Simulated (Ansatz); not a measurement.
# A failed many-body run on YVO4 (I4_1/amd)

What is wrong with this input for YVO4 (I4_1/amd)?

Program: Ansatz 0.2.0. Level of theory: G0W0 on r2SCAN, plane waves, PAW. Results are calculated unless marked as measured.

## 1. The starting structure

It takes space group I4_1/amd (No. 141, tetragonal). Conventional cell: a = 7.118 Å, b = 7.118 Å, c = 6.289 Å, α = 90.00°, β = 90.00°, γ = 90.00°. Nearest to Y lie 8 O at 2.30 to 2.43 Å. V has 4 O at 1.71 Å nearest. Nearest to O lie 1 V at 1.71 Å and 2 Y at 2.30 to 2.43 Å. Farther neighbours and most contacts between anions are not listed.

Structure file:

```
Y V O
1.0
    -3.55915    3.55915    3.14465
     3.55915   -3.55915    3.14465
     3.55915    3.55915   -3.14465
Y V O
2 2 8
Cartesian
  0.0000 3.5591 1.5723
  0.0000 0.0000 0.0000
  0.0000 0.0000 3.1446
  3.5591 0.0000 1.5723
  0.0000 1.3112 2.0491
  2.2480 0.0000 0.4767
  3.5591 2.2480 -1.0956
  4.8703 0.0000 0.4767
  3.5591 -1.3112 2.6679
  2.2480 3.5591 1.0956
  3.5591 1.3112 2.6679
  1.3112 0.0000 4.2402
```

The cell and positions come from the Crystallography Open Database and are kept as given unless a step says otherwise. The default PAW set here is soft_2. Its files were made with PBE.

## 2. First try

File input.yaml:

```yaml
crystal:
  lattice:
    - [-3.55915, 3.55915, 3.14465]
    - [3.55915, -3.55915, 3.14465]
    - [3.55915, 3.55915, -3.14465]
  atoms:
    - { symbol: "Y", position: [0.75, 0.25, 0.5] }
    - { symbol: "Y", position: [0.0, 0.0, 0.0] }
    - { symbol: V, position: [0.5, 0.5, 0.0] }
    - { symbol: V, position: [0.25, 0.75, 0.5] }
    - { symbol: O, position: [0.51, 0.3258, 0.1842] }
    - { symbol: O, position: [0.0758, 0.3916, 0.3158] }
    - { symbol: O, position: [0.1416, 0.3258, 0.8158] }
    - { symbol: O, position: [0.0758, 0.76, 0.6842] }
    - { symbol: O, position: [0.24, 0.9242, 0.3158] }
    - { symbol: O, position: [0.6742, 0.49, 0.8158] }
    - { symbol: O, position: [0.6084, 0.9242, 0.6842] }
    - { symbol: O, position: [0.6742, 0.8584, 0.1842] }
kpoints:
  mp_grid: { grid: [2, 2, 2] }
hamiltonian:
  xc: r2scan
scf:
  occupations: { method: fixed }
gw:
  n_empty_bands: 4
  ecut_chi: 40
  qp_bands: [v4, c4]
  qp_kpoints: band_edges
  screening: { model: contour_deformation }
```

Started as:

```console
> ansatz run input.yaml --threads 3 --pin off --max-ram 92160MiB --backend cuda --events-out ev --progress --plain --runs-dir out --devices 1 --max-vram 13GiB
```

Numbers of over 12 decimals in the logs are rounded to 6 here.

The program printed:

```text
GPUs: using 1 of 1 available (devices: 1).
Engine: ansatz 0.2.0, x86_64-unknown-linux-gnu
Pseudopotentials: kind: paw
Pseudopotential: Y, paw, valence charge 11, recommended cutoff 500 eV (meta_gga), Y.paw.azcp
Pseudopotential: V, paw, valence charge 13, recommended cutoff 500 eV (meta_gga), V.paw.azcp
Pseudopotential: O, paw, valence charge 6, recommended cutoff 500 eV (meta_gga), O.paw.azcp
Functional definition: r2SCAN
  parameter k0 = 0.174
  parameter k1 = 0.065
  parameter a1 = 4.9479
  exchange = r2scan_x(k0 = k0, k1 = k1, a1 = a1)
  correlation = r2scan_c
concurrent solve slots: 2 of 3 are kept, ahead of what memory takes: no pass of the eigensolver takes more rounds on 2
device memory: the entry about to start is reckoned to put 2.6 GiB on a device that reports 46.5 GiB free (of which the cap on the GPU budget leaves the run 13.0 GiB)
GPU FFT provider: cuFFT
GPU libraries: cuBLAS 13.8.2, cuFFT 12.4.0, cuSOLVER 12.3.4
Crystal: 12 atoms, lattice volume = 159.340 Å³
Basis set: ecut = 500 eV, 4023 PW (Γ), exchange–correlation on 180×180×180 points (64 copies of the dense FFT grid, shifted against one another)
Bands: 60, of which v1, the nominal top of the filled ones, is band 48 counted from 1 (47 counted from 0)
Symmetry: 16 space group operations
Space group: I41/amd (ITA 141), of the structure as read, at distance tolerance 5.4e-5 Å
k-points: 4 of 8
Non-local potential: Y, projectors of the file, l = 0: 3, l = 1: 2, l = 2: 2, l = 3: 1
Non-local potential: V, projectors of the file, l = 0: 3, l = 1: 2, l = 2: 3, l = 3: 1
Non-local potential: O, projectors of the file, l = 0: 2, l = 1: 2, l = 2: 1
PAW form: soft (Blöchl's): semilocal exchange-correlation on the pseudo side does not see the compensation charge
PAW frozen core: Y, regenerated for the run's functional (the file was generated under x = pbe(κ = 0.804, μ = 0.219515), c = pbe(β = 0.066725))
PAW frozen core: V, regenerated for the run's functional (the file was generated under x = pbe(κ = 0.804, μ = 0.219515), c = pbe(β = 0.066725))
PAW frozen core: O, regenerated for the run's functional (the file was generated under x = pbe(κ = 0.804, μ = 0.219515), c = pbe(β = 0.066725))
PAW one-centre angular grid: Y, 590 points (default); XC on 160 Gauss nodes
PAW one-centre angular grid: V, 590 points (default); XC on 160 Gauss nodes
PAW one-centre angular grid: O, 302 points (default); XC on 160 Gauss nodes
Initial density: superposition of atomic densities (neutral atoms: chi_scale 0, normalization atom), corrected by the library's trained network
Initial wavefunctions: pseudopotential atomic-orbital guess
GPU buffer pool allocated for 91125 grid points (all kernels)
GPU transforms: local potential and band sums: pruned to the plane-wave sphere, on 45×45×45
Functional: x = r2scan, c = r2scan; τ floored in thin density (d = 2e-4 eV/Å³)
SCF iter   1: F=—  HF=-18120.944620 eV  |F-HF|=—  |Δ(HF+E_count)|=         —  Δρ=2.55e-2  dr2=1.31e0  dr2_τ=7.45e-1  ethr=1.77e-3  ⟨swp⟩=3.8  Hψ=708  notcnv=0  defer=33
preconditioner: auto → Resta (q_TF=auto, 2.507 Å⁻¹)  ε∞=4.4  [insulator: Δε(μ)=3.796 eV  Ē_g=13.911 eV  n_scr=46 (ndim 8)  ℏωp=25.6 eV  f_vac=0.071  ε∞_Penn≈4.4]
SCF iter   2: F=—  HF=-18121.154207 eV  |F-HF|=—  |Δ(HF+E_count)|=   2.10e-1  Δρ=2.63e-2  dr2=1.19e0  dr2_τ=1.13e-1  ethr=1.36e-3  ⟨swp⟩=2.5  Hψ=474  notcnv=0  defer=35
SCF iter   3: F=—  HF=-18121.007909 eV  |F-HF|=—  |Δ(HF+E_count)|=   1.46e-1  Δρ=4.17e-3  dr2=2.01e-2  dr2_τ=1.18e-3  ethr=1.24e-3  ⟨swp⟩=2.0  Hψ=316  notcnv=0  defer=31
SCF iter   4: F=—  HF=-18121.009017 eV  |F-HF|=—  |Δ(HF+E_count)|=   1.11e-3  Δρ=3.71e-3  dr2=2.59e-2  dr2_τ=1.12e-3  ethr=2.09e-5  ⟨swp⟩=2.0  Hψ=407  notcnv=0  defer=38
SCF iter   5: F=—  HF=-18121.005904 eV  |F-HF|=—  |Δ(HF+E_count)|=   3.11e-3  Δρ=4.55e-4  dr2=3.36e-4  dr2_τ=1.15e-5  ethr=2.09e-5  ⟨swp⟩=2.0  Hψ=309  notcnv=0  defer=38
[...]
NSCF: frozen V_eff on 1 k-points
device memory: the entry about to start is reckoned to put 0.8 GiB on a device that reports 45.6 GiB free (of which the cap on the GPU budget leaves the run 13.0 GiB)
NSCF: frozen V_eff on 1 k-points
SCF converged after 9 iterations
Free energy (F): -18121.005906 eV
Harris-Foulkes:  -18121.005906 eV  (|F-HF|=3.50e-8)
Internal energy: -18121.005906 eV  (E = F + TS)
E sigma→0 (E₀):  -18121.005906 eV
Fermi energy:    5.905530 eV
--- Per-component energies (eV) ---
  E_band       = -943.787513
  E_kinetic    = 2693.365603
  E_local      = -7290.906000  (includes V_loc(G=0)·N_el)
  E_nonlocal   = 373.641575
  E_hartree    = 2816.241722
  E_xc         = -1180.365049
  E_vxc        = -1665.538672  (∫ρ·V_xc dr)
  E_paw        = -9198.306811  (= ΣΔE_a)
  E_vpaw       = -791.998498  (= ΣTr[D̂ρ^β])
  E_aug_tail   = 0.008727  (compensation charges beyond the density's cutoff)
  E_vtau       = 105.148225  (kinetic-family band-sum trace: ∫τ·v_τ [+ j·A + Jᵃ·Aᵃ] dr)
  E_ewald      = -6333.590677
  E_core_change = -1.094996  (= ΣΔE_core)
  E_smearing   = -0.000000  (= −TS)
  E_closure    = -0.000000  (closes the sum)
  Σ components = -18121.005906   (vs F -18121.005906, Δ=0.00e0)
--- Band table (eV) ---
  k-point 0: bands = [... 44 lower, 5.5104, 5.5170, 5.5170, 5.9055, 9.2253, 9.9466, 10.1496, 10.1658, ... 8 higher]
  k-point 1: bands = [... 44 lower, 5.1331, 5.1331, 5.5409, 5.5409, 9.9194, 9.9194, 10.0603, 10.0603, ... 8 higher]
  k-point 2: bands = [... 44 lower, 5.0618, 5.1505, 5.7482, 5.7658, 9.9430, 10.0766, 10.0768, 10.0832, ... 8 higher]
  k-point 3: bands = [... 44 lower, 5.0942, 5.0942, 5.3491, 5.3491, 9.9731, 9.9731, 10.2168, 10.2168, ... 8 higher]
--- G₀W₀: contour deformation, 5 samples at zero and on the imaginary axis and 1 off it, 8 q-points, 4 empty bands' worth ---
  eigenvalues of the whole cell's RPA ε∞ on this k-mesh (on a slab, of 1 + 4πα/V) = 1.6132, 1.6132, 1.9522; static W/v taken at q = 0 is 0.580736
  gw.qp_kpoints: band_edges: 4 of 4 stored k-points solved, in 1 pass; an edge of the gap read off the rows below is read off those points alone
  `?` marks the rows in doubt; gw_qp.tsv's column doubts and the gw_qp event give each row's grounds
    ik  band        ε_KS         Σx   Σc(E_QP)       V_xc       Z   E_QP_lin       E_QP  E_QP is
     0    45      5.5104   -25.7735     3.1794   -21.0291  0.7586     3.8488     3.9454  root
     0    46      5.5170   -25.4896     3.1382   -20.7690  0.7602     3.8367     3.9347  root
     0    47      5.5170   -25.4896     3.1382   -20.7690  0.7602     3.8367     3.9347  root
     0    48      5.9055   -25.6861     3.0945   -20.9617  0.7630     4.1754     4.2756  root ?
     0    49      9.2253   -14.6443    -4.1037   -22.0071  0.7581    13.0790    12.4844  root ?
     0    50      9.9466   -16.3626    -4.6279   -24.4398  0.7349    13.9843    13.3959  root ?
     0    51     10.1496   -16.4573    -4.4914   -24.2233  0.7390    14.1346    13.4241  root ?
     0    52     10.1658   -16.6269    -4.2304   -24.0886  0.7386    14.0543    13.3971  root ?
     1    45      5.1331   -25.2266     3.2479   -20.3991  0.7496     3.4455     3.5535  root ?
     1    46      5.1331   -25.2266     3.2479   -20.3991  0.7496     3.4455     3.5535  root ?
     1    47      5.5409   -25.3901     3.1792   -20.5925  0.7563     3.8166     3.9225  root ?
     1    48      5.5409   -25.3901     3.1792   -20.5925  0.7563     3.8166     3.9225  root ?
     1    49      9.9194   -15.9375    -4.4302   -23.6441  0.7444    13.8970    13.1959  root ?
     1    50      9.9194   -15.9375    -4.4302   -23.6441  0.7444    13.8970    13.1959  root ?
     1    51     10.0603   -16.4155    -4.3768   -24.0415  0.7393    13.9898    13.3095  root ?
     1    52     10.0603   -16.4155    -4.3768   -24.0415  0.7393    13.9898    13.3095  root ?
     2    45      5.0618   -25.0545     3.1481   -20.3792  0.7497     3.4358     3.5347  root
     2    46      5.1505   -24.7387     3.2075   -19.9404  0.7494     3.4501     3.5597  root ?
[...]
2    48      5.7658   -25.9119     3.0741   -21.2433  0.7655     4.0774     4.1713  root
[...]
3    48      5.3491   -25.6384     3.1885   -20.8492  0.7579     3.6451     3.7484  root ?
     3    49      9.9731   -16.3800    -4.6299   -24.3001  0.7386    13.9971    13.2632  root ?
     3    50      9.9731   -16.3800    -4.6299   -24.3001  0.7386    13.9971    13.2632  root ?
     3    51     10.2168   -16.8872    -4.3995   -24.5142  0.7319    14.1039    13.4443  root ?
     3    52     10.2168   -16.8872    -4.3995   -24.5142  0.7319    14.1039    13.4443  root ?
```

It took 8.6 s on 1 × NVIDIA H100 80GB HBM3 (shared by 6 runs) with 3 threads of AMD EPYC 7R13 (Zen 3), shared host; peak memory 1.3 GiB.

Q: What is the fault?

The run ended normally, though the input holds a fault or crude settings.

The fault: four empty bands in G0W0. The sums over empty states are cut off almost at the gap, so screening and correlation are far from complete.

It printed a gap of 8.21 eV, which is an artefact of the settings.

## 3. A better input

G0W0 replaces the xc potential by the self-energy, built once from these orbitals. Only a window of levels is corrected, while the sums run over the empty bands that the input names.

Edit input.yaml of step 2 so:

```diff
@@ -19,3 +19,3 @@
 kpoints:
-  mp_grid: { grid: [2, 2, 2] }
+  mp_grid: { grid: [4, 4, 4] }
 hamiltonian:
@@ -25,4 +25,4 @@
 gw:
-  n_empty_bands: 4
-  ecut_chi: 40
+  n_empty_bands: 340
+  ecut_chi: 96
   qp_bands: [v4, c4]
```

The program printed:

```text
GPUs: using 1 of 1 available (devices: 1).
[...]
GPU FFT provider: cuFFT
GPU libraries: cuBLAS 13.8.2, cuFFT 12.4.0, cuSOLVER 12.3.4
Crystal: 12 atoms, lattice volume = 159.340 Å³
Basis set: ecut = 500 eV, 4023 PW (Γ), exchange–correlation on 180×180×180 points (64 copies of the dense FFT grid, shifted against one another)
Bands: 60, of which v1, the nominal top of the filled ones, is band 48 counted from 1 (47 counted from 0)
[... 1 set-up line as in the run before ...]
[...]
k-points: 13 of 64
[...]
GPU buffer pool allocated for 91125 grid points (all kernels)
[...]
SCF iter   1: F=—  HF=-18120.950471 eV  |F-HF|=—  |Δ(HF+E_count)|=         —  Δρ=2.54e-2  dr2=1.29e0  dr2_τ=7.44e-1  ethr=1.77e-3  ⟨swp⟩=3.4  Hψ=2294  notcnv=0  defer=107
[...]
0    45      5.5094   -25.7103     4.4458   -21.0292  0.7518     5.2734     5.2741  root
     0    46      5.5160   -25.4190     4.4059   -20.7690  0.7518     5.2711     5.2719  root
     0    47      5.5160   -25.4190     4.4059   -20.7690  0.7518     5.2711     5.2719  root
     0    48      5.9044   -25.6194     4.4376   -20.9616  0.7498     5.6836     5.6843  root
     0    49      9.2255   -14.7300    -5.6606   -22.0077  0.7627    10.8778    10.8426  root
     0    50      9.9472   -16.4076    -6.2036   -24.4406  0.7447    11.8309    11.7767  root
     0    51     10.1501   -16.5038    -5.8801   -24.2237  0.7451    12.0453    11.9899  root
     0    52     10.1658   -16.6723    -5.5926   -24.0892  0.7416    12.0451    11.9900  root
[...]
10    49      9.6966   -15.5643    -5.6402   -22.9035  0.7534    11.4386    11.3955  root
    10    50      9.9408   -16.2932    -6.0673   -24.1751  0.7471    11.8076    11.7554  root
    10    51     10.0165   -16.2263    -5.9099   -23.9455  0.7485    11.8775    11.8258  root
    10    52     10.2685   -17.0896    -5.7116   -24.6597  0.7361    12.1874    12.1270  root
[key lines of the parts left out:]
SCF converged after 9 iterations
Free energy (F): -18121.012406 eV
Fermi energy:    5.904425 eV
```

Elapsed: 34 s, on 1 × NVIDIA H100 80GB HBM3 (shared by 6 runs) with 3 threads; peak memory 2 GiB; 47 s of CPU time.

This step gave:

```
bands summed                                 : 388
RPA ε∞ on this mesh (eigenvalues)            : 3.498, 3.498, 4.222
plane waves in the screening matrix          : 349
q-points in the mesh                         : 64
G0W0 gap on the mesh                         : 5.158 eV
k of the valence top                         : 0, 0, 0
k of the conduction bottom                   : 0, 0, 0
starting gap on the mesh                     : 3.321 eV
Z at the valence top                         : 0.7498
Z at the conduction bottom                   : 0.7627
least direct G0W0 gap on the computed points : 5.158 eV
```

The gap on the mesh goes from 3.32 eV to 5.16 eV, a correction of +1.84 eV. Between the two edge states, bare exchange in place of the xc potential would open the gap by 11.94 eV, and correlation takes back 10.10 eV.

## 4. Results

* first try: converged after 8.6 s
* better run: G0W0 gap on the mesh 5.16 eV (4×4×4 mesh, 340 empty bands, screening to 96 eV)

The second run differs in: mesh, empty bands and screening cutoff (eV). Bands and cutoff are finite, so the gap is not at the basis limit. The miss can reach some tenths of an eV and take either sign; the mesh is an error of its own. The runs have no spin polarisation. For a closed low-spin shell that is the natural state; where a d or f shell is open it is a constraint, and the gap is then not the crystal's own. With d states at the gap, one-shot GW leans hard on its start. The many-body steps are scalar-relativistic: spin-orbit coupling is not in them.

[Paths, hosts, dates, memory and timing lines, banners, echoed tables and standing remarks are left out of the program output.]

[Logs are printed without paths, hosts, clocks, repeated set-up lines and the standing remarks that a program may print on its own settings, such as how far it seeks lower states.]

[Runs of the session that timed out or met a known fault of the program may be left out.]

[Cells called generated may have been cut or substituted from an entry of the Crystallography Open Database or the Materials Project.]

[Hosts, paths, dates, database ids (printed as entryN), source tags and the programs' standing remarks are cut or masked in the printed files.]
